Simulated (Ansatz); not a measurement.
# Diamond (Fd-3m, 2 atoms a cell): the PBE gap against the k mesh of the density

Wanted: the cheapest k mesh of the density that holds the PBE gap of Diamond (Fd-3m, 2 atoms a cell).

Calculated with Ansatz 0.2.0; DFT, PBE, plane waves, PAW; PAW set soft_1.

Most raw output is cut from this account.

### 1. Set-up

It takes space group Fd-3m (No. 227, cubic). Conventional cell: a = 3.567 Å, b = 3.567 Å, c = 3.567 Å, α = 90.00°, β = 90.00°, γ = 90.00°. C has 4 C at 1.54 Å nearest.

The cell and positions come from the Crystallography Open Database and are kept as given unless a step says otherwise.

### 2. k mesh of the density: 4×4×4

Contents of input.yaml:

```yaml
crystal:
  lattice:
    - [0.0, 1.78337, 1.78337]
    - [1.78337, 0.0, 1.78337]
    - [1.78337, 1.78337, 0.0]
  atoms:
    - { symbol: C, position: [0.0, 0.0, 0.0] }
    - { symbol: C, position: [0.25, 0.25, 0.25] }
kpoints:
  mp_grid: { grid: [4, 4, 4] }
  band_path:
    path:
      - [0.0, 0.0, 0.0]
      - [0.5, 0.0, 0.5]
      - [0.625, 0.25, 0.625]
      - [0.375, 0.375, 0.75]
      - [0.5, 0.5, 0.5]
      - [0.5, 0.25, 0.75]
      - [0.35, 0.0, 0.35]
    npoints: 1
hamiltonian:
  xc: pbe
  pseudopotentials: { kind: paw, azcp: { folder: soft_1 } }
scf:
  occupations: { method: fixed }
  n_extra_bands: 4
output:
  eigenvalues: true
  forces: true
  stress: true
```

The run is started by

```console
ansatz run input.yaml --threads 3 --pin off --max-ram 92160MiB --backend cuda --events-out ev --progress --plain --runs-dir out --devices 1 --max-vram 13GiB
```

Elapsed: 9.2 s, on 1 × NVIDIA H100 80GB HBM3 (shared by 6 runs) with 3 threads of AMD EPYC 7R13 (Zen 3), shared host; peak memory 0.86 GiB.

Numbers from this step:

* pressure: 2.963 GPa
* gap: 4.128 eV
* valence top at: Γ
* conduction bottom at: k = (0.350, 0.000, 0.350)
* least direct gap: 5.584 eV

The gap is indirect, with the least direct gap 1.46 eV higher.

### 3. k mesh of the density: 6×6×6

Edit input.yaml of step 2 so:

```diff
@@ -9,3 +9,3 @@
 kpoints:
-  mp_grid: { grid: [4, 4, 4] }
+  mp_grid: { grid: [6, 6, 6] }
   band_path:
```

Elapsed: 9 s, on 1 × NVIDIA H100 80GB HBM3 (shared by 6 runs) with 3 threads; peak memory 0.87 GiB.

Numbers from this step:

```yaml
pressure: 1.845 GPa
gap: 4.140 eV
valence_top_at: Γ
conduction_bottom_at: k = (0.350, 0.000, 0.350)
least_direct_gap: 5.591 eV
```

The gap is 4.140 eV, +0.012 eV from the run before at this level.

### 4. k mesh of the density: 12×12×12 (the default)

input.yaml, the sections that differ from step 3:

```yaml
kpoints:
  mp_grid: { grid: [12, 12, 12] }
  band_path:
    path:
      - [[0.0, 0.0, 0.0], [0.5, 0.0, 0.5], [0.625, 0.25, 0.625]]
      - [[0.375, 0.375, 0.75], [0.0, 0.0, 0.0], [0.5, 0.5, 0.5], [0.5, 0.25, 0.75], [0.5, 0.0, 0.5]]
    npoints: 10
scf:
  occupations: { method: fermi_dirac, width: 0.02 }
  n_extra_bands: 4
output:
  eigenvalues: true
  forces: true
  stress: true
  write_density: true
  write_potential: true
  elf: true
  volumetric_format: npy
# crystal, hamiltonian: as in step 3
```

Run time: 12 s. Hardware: 1 × NVIDIA H100 80GB HBM3 (shared by 6 runs) with 3 threads; peak memory 0.88 GiB; 9.3 s of CPU time.

This step gave:

```
pressure             : 1.794 GPa
gap                  : 4.141 eV
valence top at       : Γ
conduction bottom at : k = (0.350, 0.000, 0.350)
least direct gap     : 5.592 eV
```

The gap is 4.141 eV, +0.001 eV from the run before at this level.

### 5. k mesh of the density: 16×16×16

input.yaml, the sections that differ from step 4:

```yaml
kpoints:
  mp_grid: { grid: [16, 16, 16] }
  band_path:
    path:
      - [0.0, 0.0, 0.0]
      - [0.5, 0.0, 0.5]
      - [0.625, 0.25, 0.625]
      - [0.375, 0.375, 0.75]
      - [0.5, 0.5, 0.5]
      - [0.5, 0.25, 0.75]
      - [0.35, 0.0, 0.35]
    npoints: 1
scf:
  occupations: { method: fixed }
  n_extra_bands: 4
output:
  eigenvalues: true
  forces: true
  stress: true
# crystal, hamiltonian: as in step 4
```

Run time: 9.4 s. Hardware: 1 × NVIDIA H100 80GB HBM3 (shared by 6 runs) with 3 threads; peak memory 0.86 GiB.

Numbers from this step:

```yaml
pressure: 1.790 GPa
gap: 4.141 eV
valence_top_at: Γ
conduction_bottom_at: k = (0.000, 0.375, 0.375)
least_direct_gap: 5.592 eV
```

The gap is 4.141 eV, as in the run before at this level.

### 6. The series

Differences are against the last row; a negative gap means that bands overlap, and a run with a band path holds that path's time. Times are wall times on 1 × NVIDIA H100 80GB HBM3 (shared by 6 runs) with 3 threads of AMD EPYC 7R13 (Zen 3), shared host, good to a factor of about two.

| k mesh of the density | gap (eV) | direct gap (eV) | gap error (eV) | energy error (meV/atom) | irreducible k | time |
| --- | --- | --- | --- | --- | --- | --- |
| 4×4×4 | 4.128 | 5.584 | −0.013 | +66.1 | 8 | 9.2 s |
| 6×6×6 | 4.140 | 5.591 | −0.001 | +4.7 | 16 | 9 s |
| 12×12×12 | 4.141 | 5.592 | +0.0002 | +0.0 | 72 | 12 s |
| 16×16×16 | 4.141 | 5.592 | +0.000 | +0.0 | 145 | 9.4 s |

### 7. Summary of results

| Property | Result |
| --- | --- |
| 4×4×4 | 4.128 eV |
| 6×6×6 | 4.140 eV |
| 12×12×12 | 4.141 eV |
| 16×16×16 | 4.141 eV |

In words: The gap holds to 0.02 eV from 4×4×4 on, the cheapest setting tried. At 4×4×4 the gap is off by −0.013 eV and the energy by +66 meV/atom. The gap is read over the mesh and added points near the edges, so meshes differ mainly through the density and, for a hybrid, the exchange operator.

[Paths, hosts, dates, memory and timing lines, banners, echoed tables and standing remarks are left out of the program output.]

[Logs are printed without paths, hosts, clocks, repeated set-up lines and the standing remarks that a program may print on its own settings, such as how far it seeks lower states.]

[Runs of the session that timed out or met a known fault of the program may be left out.]

[Cells called generated may have been cut or substituted from an entry of the Crystallography Open Database or the Materials Project.]

[Hosts, paths, dates, database ids (printed as entryN), source tags and the programs' standing remarks are cut or masked in the printed files.]
